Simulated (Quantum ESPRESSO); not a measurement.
**Magnetic state of Fe3PO7 (Grattarolaite) from several starts**

Wanted: the moments of Fe3PO7 (Grattarolaite) and the energy of each order that was tried.

Method: LDA with U = 4.5 eV on Fe d (ortho-atomic projectors); plane waves with GBRV 1.5 LDA potentials, no spin-orbit coupling, in Quantum ESPRESSO 7.5.

The experiments to compare with:

“Partial Antiferromagnetic Helical Order in Fe3PO4O3” (2019, arxiv:1910.08818) quotes from earlier work for Fe3PO4O3, rhombohedral, non-centrosymmetric (earlier work): moment (ordered moment per Fe3+) 4.3 μB [literature value derived from Mössbauer spectra, not from magnetic diffraction …].

**1. Starting point**

Symmetry: R3m, No. 160, trigonal system. The conventional cell has a = 8.006 Å, b = 8.006 Å, c = 6.863 Å, α = 90.00°, β = 90.00°, γ = 120.00°. Nearest to Fe lie 5 O at 1.89 to 2.19 Å. Nearest to P lie 4 O at 1.50 to 1.57 Å. Nearest to O lie 1 P at 1.57 Å and 3 Fe at 2.19 Å. Nearest to O lie 3 Fe at 1.89 to 1.92 Å. O has 1 P at 1.50 Å and 1 Fe at 1.92 Å nearest. Farther neighbours and most contacts between anions are not listed.

The cell comes from the Crystallography Open Database.

**2. Start 1: ferro +++**

The signs are those of the starting moments on the seeded atoms, the atoms that are given a moment.

The input, pw.in:

```
&CONTROL
  calculation = 'scf'
  prefix = 'pwscf'
  outdir = './tmp'
  pseudo_dir = './pseudo'
  disk_io = 'nowf'
/
&SYSTEM
  ibrav = 0
  celldm(1) = 8
  nat = 11
  ntyp = 3
  ecutwfc = 40
  ecutrho = 280
  nbnd = 68
  occupations = 'smearing'
  smearing = 'fd'
  degauss = 0.00367493
  nspin = 2
  starting_magnetization(1) = 0.25
  starting_magnetization(2) = 0
  starting_magnetization(3) = 0
/
&ELECTRONS
  conv_thr = 2.2d-08
  electron_maxstep = 150
  mixing_beta = 0.3
/
ATOMIC_SPECIES
Fe     55.8450 fe_lda_v1.5.uspp.F.UPF
P      30.9738 p_lda_v1.5.uspp.F.UPF
O      15.9990 o_lda_v1.2.uspp.F.UPF
CELL_PARAMETERS alat
   0.9455717096096    0.5459260810892    0.5403829330623
  -0.9455717096096    0.5459260810892    0.5403829330623
   0.0000000000000   -1.0918521621548    0.5403829330623
ATOMIC_POSITIONS crystal
Fe      0.5395000000    0.1485000000    0.5395000000
Fe      0.5395000000    0.5395000000    0.1485000000
Fe      0.1485000000    0.5395000000    0.5395000000
P       0.0000000000    0.0000000000    0.0000000000
O       0.2289000000    0.2289000000    0.2289000000
O       0.3895000000    0.7668000000    0.3895000000
O       0.3895000000    0.3895000000    0.7668000000
O       0.7668000000    0.3895000000    0.3895000000
O       0.8330000000    0.1440000000    0.8330000000
O       0.8330000000    0.8330000000    0.1440000000
O       0.1440000000    0.8330000000    0.8330000000
K_POINTS automatic
4 4 4 0 0 0
HUBBARD {ortho-atomic}
U Fe-3d 4.5000
```

Launch:

```
$ OMP_NUM_THREADS=1 mpirun -n 4 pw.x -nk 4 -in pw.in > pw.out
```

What it wrote:

```text
Program PWSCF v.7.5 starts

     Message from routine setup:
     using ibrav=0 with symmetry is DISCOURAGED, use correct ibrav instead

     K-points division:     npool     =       4
     Subspace diagonalization in iterative solution of the eigenvalue problem:

     G-vector sticks info
     --------------------
     sticks:   dense  smooth     PW     G-vecs:    dense   smooth      PW
     Sum        2057    1183    361                67667    29297    5067

     Using Slab Decomposition

     bravais-lattice index     =            0
     lattice parameter (alat)  =       8.0000  a.u.
     unit-cell volume          =     856.9414 (a.u.)^3
     number of atoms/cell      =           11
     number of atomic types    =            3
     number of electrons       =        95.00
     number of Kohn-Sham states=           68
     kinetic-energy cutoff     =      40.0000  Ry
     charge density cutoff     =     280.0000  Ry
     scf convergence threshold =      2.2E-08
     mixing beta               =       0.3000
     number of iterations used =            8  plain     mixing
     Exchange-correlation= SLA  PZ   NOGX NOGC
                           (   1   1   0   0   0   0   0)
     Hubbard projectors: ortho-atomic
     Hubbard parameters of DFT+U (Dudarev formulation) in eV:
     U(Fe-3d) =  4.5000

     Internal variables: lda_plus_u =T, lda_plus_u_kind = 0

     Internal variables: orbital_resolved =F, hub_pot_fix =F, apply_U = F

     celldm(1)=   8.000000  celldm(2)=   0.000000  celldm(3)=   0.000000
     celldm(4)=   0.000000  celldm(5)=   0.000000  celldm(6)=   0.000000

     crystal axes: (cart. coord. in units of alat)
               a(1) = (   0.945572   0.545926   0.540383 )
               a(2) = (  -0.945572   0.545926   0.540383 )
               a(3) = (   0.000000  -1.091852   0.540383 )

     reciprocal axes: (cart. coord. in units 2 pi/alat)
               b(1) = (  0.528781  0.305292  0.616847 )
               b(2) = ( -0.528781  0.305292  0.616847 )
               b(3) = ( -0.000000 -0.610583  0.616847 )

     PseudoPot. # 1 for Fe read from file:
     fe_lda_v1.5.uspp.F.UPF
     Pseudo is Ultrasoft + core correction, Zval = 16.0
     Generated by new atomic code, or converted to UPF format
     Using radial grid of  861 points,  6 beta functions with:
                l(1) =   0
                l(2) =   0
                l(3) =   1
                l(4) =   1
                l(5) =   2
                l(6) =   2
     Q(r) pseudized with  8 coefficients,  rinner =    1.000   1.000   1.000
                                                       1.000   1.000

     PseudoPot. # 2 for P  read from file:
     p_lda_v1.5.uspp.F.UPF
     Pseudo is Ultrasoft + core correction, Zval =  5.0
     Generated by new atomic code, or converted to UPF format
     Using radial grid of  903 points,  6 beta functions with:
                l(1) =   0
                l(2) =   0
                l(3) =   1
                l(4) =   1
                l(5) =   2
                l(6) =   2
     Q(r) pseudized with  8 coefficients,  rinner =    1.300   1.300   1.300
                                                       1.300   1.300

     PseudoPot. # 3 for O  read from file:
     o_lda_v1.2.uspp.F.UPF
     Pseudo is Ultrasoft + core correction, Zval =  6.0
     Generated by new atomic code, or converted to UPF format
     Using radial grid of  737 points,  5 beta functions with:
                l(1) =   0
                l(2) =   0
                l(3) =   1
                l(4) =   1
                l(5) =   2
     Q(r) pseudized with  8 coefficients,  rinner =    0.900   0.900   0.900
                                                       0.900   0.900

     atomic species   valence    mass     pseudopotential
     Fe               16.00    55.84500     Fe( 1.00)
     P                 5.00    30.97380     P ( 1.00)
     O                 6.00    15.99900     O ( 1.00)

     Starting magnetic structure
     atomic species   magnetization
     Fe              0.250
     P               0.000
     O               0.000

      6 Sym. Ops. (no inversion) found

   Cartesian axes

     site n.     atom                  positions (alat units)
         1        Fe     tau(   1) = (   0.3697185  -0.2134571   0.6633201  )
         2        Fe     tau(   2) = (   0.0000000   0.4269142   0.6633201  )
         3        Fe     tau(   3) = (  -0.3697185  -0.2134571   0.6633201  )
         4        P      tau(   4) = (   0.0000000   0.0000000   0.0000000  )
         5        O      tau(   5) = (  -0.0000000   0.0000000   0.3710810  )
         6        O      tau(   6) = (  -0.3567642   0.2059779   0.8353239  )
         7        O      tau(   7) = (  -0.0000000  -0.4119558   0.8353239  )
         8        O      tau(   8) = (   0.3567642   0.2059779   0.8353239  )
         9        O      tau(   9) = (   0.6514989  -0.3761431   0.9780931  )
        10        O      tau(  10) = (   0.0000000   0.7522861   0.9780931  )
        11        O      tau(  11) = (  -0.6514989  -0.3761431   0.9780931  )

     number of k points=    13  Fermi-Dirac smearing, width (Ry)=  0.0037
                       cart. coord. in units 2pi/alat
        k(    1) = (   0.0000000   0.0000000   0.0000000), wk =   0.0156250
        k(    2) = (  -0.0000000  -0.1526458   0.1542116), wk =   0.0937500
        k(    3) = (   0.0000000   0.3052916  -0.3084233), wk =   0.0468750
        k(    4) = (  -0.1321952  -0.0763229   0.3084233), wk =   0.0937500
        k(    5) = (  -0.1321952   0.3816145  -0.1542116), wk =   0.1875000
        [... 8 further k-points ...]

     Dense  grid:    67667 G-vectors     FFT dimensions: (  54,  54,  54)

     Smooth grid:    29297 G-vectors     FFT dimensions: (  40,  40,  40)

     Check: negative core charge=   -0.000028
     Generating pointlists ...
     new r_m :   0.1843 (alat units)  1.4747 (a.u.) for type    1
     new r_m :   0.1463 (alat units)  1.1707 (a.u.) for type    2
     new r_m :   0.1463 (alat units)  1.1707 (a.u.) for type    3

     Initial potential from superposition of free atoms

     starting charge      91.9998, renormalised to      95.0000

     STARTING HUBBARD OCCUPATIONS:

     =================== HUBBARD OCCUPATIONS ===================
     ------------------------ ATOM    1 ------------------------
     Tr[ns(  1)] (up, down, total) =   5.00000  0.00000  5.00000
     Atomic magnetic moment for atom   1 =   5.00000
     [... lines left out ...]
     ------------------------ ATOM    2 ------------------------
     Tr[ns(  2)] (up, down, total) =   5.00000  0.00000  5.00000
     Atomic magnetic moment for atom   2 =   5.00000
     [... lines left out ...]
     ------------------------ ATOM    3 ------------------------
     Tr[ns(  3)] (up, down, total) =   5.00000  0.00000  5.00000
     Atomic magnetic moment for atom   3 =   5.00000
     [... lines left out ...]
     Number of occupied Hubbard levels =   15.0000

     Atomic wfc used for Hubbard projectors are orthogonalized

     Starting wfcs are   71 randomized atomic wfcs

     Self-consistent Calculation

     iteration #  1     ecut=    40.00 Ry     beta= 0.30
     Davidson diagonalization with overlap
     ethr =  1.00E-02,  avg # of iterations =  4.7

     =================== HUBBARD OCCUPATIONS ===================
     ------------------------ ATOM    1 ------------------------
     Tr[ns(  1)] (up, down, total) =   4.93891  0.29692  5.23583
     Atomic magnetic moment for atom   1 =   4.64199
     [... lines left out ...]
     ------------------------ ATOM    2 ------------------------
     Tr[ns(  2)] (up, down, total) =   4.93891  0.29692  5.23583
     Atomic magnetic moment for atom   2 =   4.64199
     [... lines left out ...]
     ------------------------ ATOM    3 ------------------------
     Tr[ns(  3)] (up, down, total) =   4.93891  0.29692  5.23583
     Atomic magnetic moment for atom   3 =   4.64199
     [... lines left out ...]
     Number of occupied Hubbard levels =   15.7075

     total energy              =    -991.73175204 Ry
     estimated scf accuracy    <       2.66926652 Ry

     total magnetization       =    15.00 Bohr mag/cell
     absolute magnetization    =    15.00 Bohr mag/cell

     iteration #  2     ecut=    40.00 Ry     beta= 0.30
     Davidson diagonalization with overlap
     ethr =  2.81E-03,  avg # of iterations =  1.9

     total energy              =    -992.22169151 Ry
     estimated scf accuracy    <       0.24684347 Ry

     total magnetization       =    15.00 Bohr mag/cell
     absolute magnetization    =    15.00 Bohr mag/cell

     iteration #  3     ecut=    40.00 Ry     beta= 0.30
     Davidson diagonalization with overlap
     ethr =  2.60E-04,  avg # of iterations =  2.6

     total energy              =    -992.25423898 Ry
     estimated scf accuracy    <       0.07683929 Ry

     total magnetization       =    15.00 Bohr mag/cell
     absolute magnetization    =    15.00 Bohr mag/cell

     [... further iterations left out ...]

     iteration #  9     ecut=    40.00 Ry     beta= 0.30
     Davidson diagonalization with overlap
     ethr =  7.05E-09,  avg # of iterations =  2.0

     total energy              =    -992.26514349 Ry
     estimated scf accuracy    <       0.00000274 Ry

     total magnetization       =    15.00 Bohr mag/cell
     absolute magnetization    =    15.01 Bohr mag/cell

     iteration # 10     ecut=    40.00 Ry     beta= 0.30
     Davidson diagonalization with overlap
     ethr =  2.89E-09,  avg # of iterations =  2.0

     total energy              =    -992.26514417 Ry
     estimated scf accuracy    <       0.00000363 Ry

     total magnetization       =    15.00 Bohr mag/cell
     absolute magnetization    =    15.01 Bohr mag/cell

     iteration # 11     ecut=    40.00 Ry     beta= 0.30
     Davidson diagonalization with overlap
     ethr =  2.89E-09,  avg # of iterations =  1.5

     total energy              =    -992.26514470 Ry
     estimated scf accuracy    <       0.00000003 Ry

     total magnetization       =    15.00 Bohr mag/cell
     absolute magnetization    =    15.01 Bohr mag/cell

     iteration # 12     ecut=    40.00 Ry     beta= 0.30
     Davidson diagonalization with overlap
     ethr =  3.04E-11,  avg # of iterations =  2.0

     Magnetic moment per site  (integrated on atomic sphere of radius R)
     atom   1 (R=0.184)  charge= 12.7164  magn=  3.8706
     atom   2 (R=0.184)  charge= 12.7164  magn=  3.8706
     atom   3 (R=0.184)  charge= 12.7164  magn=  3.8706
     atom   4 (R=0.146)  charge=  0.8217  magn=  0.0139
     atom   5 (R=0.146)  charge=  4.1280  magn=  0.1497
     atom   6 (R=0.146)  charge=  4.0600  magn=  0.3148
     atom   7 (R=0.146)  charge=  4.0600  magn=  0.3148
     atom   8 (R=0.146)  charge=  4.0600  magn=  0.3148
     atom   9 (R=0.146)  charge=  4.1516  magn=  0.1083
     atom  10 (R=0.146)  charge=  4.1516  magn=  0.1083
     atom  11 (R=0.146)  charge=  4.1516  magn=  0.1083

     End of self-consistent calculation

     =================== HUBBARD OCCUPATIONS ===================
     ------------------------ ATOM    1 ------------------------
     Tr[ns(  1)] (up, down, total) =   4.97413  0.71706  5.69119
     Atomic magnetic moment for atom   1 =   4.25707
     [... lines left out ...]
     ------------------------ ATOM    2 ------------------------
     Tr[ns(  2)] (up, down, total) =   4.97413  0.71706  5.69119
     Atomic magnetic moment for atom   2 =   4.25707
     [... lines left out ...]
     ------------------------ ATOM    3 ------------------------
     Tr[ns(  3)] (up, down, total) =   4.97413  0.71706  5.69119
     Atomic magnetic moment for atom   3 =   4.25707
     [... lines left out ...]
     Number of occupied Hubbard levels =   17.0736

     [... lines left out ...]
     the Fermi energy is     7.5540 ev

!    total energy              =    -992.26514472 Ry
     estimated scf accuracy    <          5.8E-09 Ry
     smearing contrib. (-TS)   =      -0.00000000 Ry
     internal energy E=F+TS    =    -992.26514472 Ry

     The total energy is F=E-TS. E is the sum of the following terms:
     one-electron contribution =    -651.79006702 Ry
     hartree contribution      =     364.30434939 Ry
     xc contribution           =    -143.17074297 Ry
     ewald contribution        =    -561.91891455 Ry
     Hubbard energy            =       0.31023044 Ry

     total magnetization       =    15.00 Bohr mag/cell
     absolute magnetization    =    15.01 Bohr mag/cell

     convergence has been achieved in  12 iterations

=------------------------------------------------------------------------------=
   JOB DONE.
=------------------------------------------------------------------------------=
```

The job ended after 35 s (4 MPI ranks of Intel Xeon Platinum 8375C at 2.90GHz (Ice Lake), shared host; peak memory 0.84 GiB; 2.3 min of CPU time).

Spin moment in the atom's sphere by atom:

| atom | spin moment in the atom's sphere (μB) |
| --- | --- |
| Fe1 | 3.87 |
| Fe2 | 3.87 |
| Fe3 | 3.87 |
| P4 | 0.01 |
| O5 | 0.15 |
| O6 | 0.31 |
| O7 | 0.31 |
| O8 | 0.31 |
| O9 | 0.11 |
| O10 | 0.11 |
| O11 | 0.11 |

Read from the output:

```yaml
smearing_term_ts: 6.88e-9 eV
magnetization: 15 μB
absolute_magnetization: 15.01 μB
final_state: ferromagnetic
```

(Continued in part 2 of 3.)

[Logs and program files are shortened in this print: banners, set-up blocks, solver, clock and traceback lines can be left out without a mark of their own.]

[Logs are printed without paths, hosts, clocks, repeated set-up lines and the standing remarks that a program may print on its own settings, such as how far it seeks lower states.]

[Hosts, paths, dates, database ids (printed as entryN), source tags and the programs' standing remarks are cut or masked in the printed files.]

[Where a cell is said to come from a database of computed structures, the database is the Materials Project.]
